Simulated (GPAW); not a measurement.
# Surface energy and work function of Pd(100) from slabs of 4 to 14 layers (LDA)

How do energy and work function of Pd(100) films settle with thickness, and what surface energy follows?

Set-up. GPAW 26.7.0, plane waves at 450 eV with PAW setups; symmetric 1×1 slabs cut at the tabulated lattice constant (two decimals; low-temperature values for the alkali metals), atoms at bulk places, 7.5 Å of vacuum on each side, one in-plane mesh for all thicknesses, Fermi-Dirac smearing of 0.1 eV. Energies are extrapolated to zero smearing and count from the program's reference atoms. Functional LDA. The cell's area is 7.566 Å².

The runs, one held back:

| layers | energy (eV) | work function (eV) |
| --- | --- | --- |
| 4 | −18.7530 | 5.50 |
| 5 | −23.9488 | 5.49 |
| 6 | −29.1429 | 5.50 |
| 7 | −34.3427 | 5.49 |
| 8 | −39.5393 | 5.50 |
| 9 | −44.7403 | 5.49 |
| 10 | −49.9391 | 5.49 |
| 11 | −55.1388 | 5.49 |
| 12 | −60.3376 | 5.49 |
| 14 | ? | ? |

**Question.** What surface energy do these runs give, and what energy and work function should the 14-layer slab have?

Worked answer. A slab of n layers has E(n) = nε + 2Aγ once its middle is bulk-like. A line through n = 6 to 12 has the slope ε = −5.1991 eV a layer and the intercept 2Aγ = 2.0522 eV (r.m.s. residual 0.7 meV). So γ = 2.0522 / (2 × 7.566 Å²) = 0.1356 eV/Å² = 2.17 J/m², with a standard error of under 0.01 J/m² from the scatter about the line. For 14 layers: 2.0522 + 14 × (−5.1991) = −70.736 eV; the run gives −70.736 eV, 0.4 meV under the line. The work function has no such law: from 6 to 12 layers it moves between 5.49 and 5.50 eV (mean 5.49), and the 14-layer slab gives 5.49 eV. The thinnest slab, 4 layers, lies +0.01 eV from that mean. The measured value for this face is 5.48 eV (“Anisotropic work function of elemental crystals” (2019, arxiv:1902.07811)); the unrelaxed 14-layer slab lies 0.01 eV over it.

Caveats: The surfaces are unrelaxed, so γ is an upper bound for this functional and lattice constant. The tabulated lattice constant isn't the functional's own, which strains the slab a little. The runs had no spin polarisation.
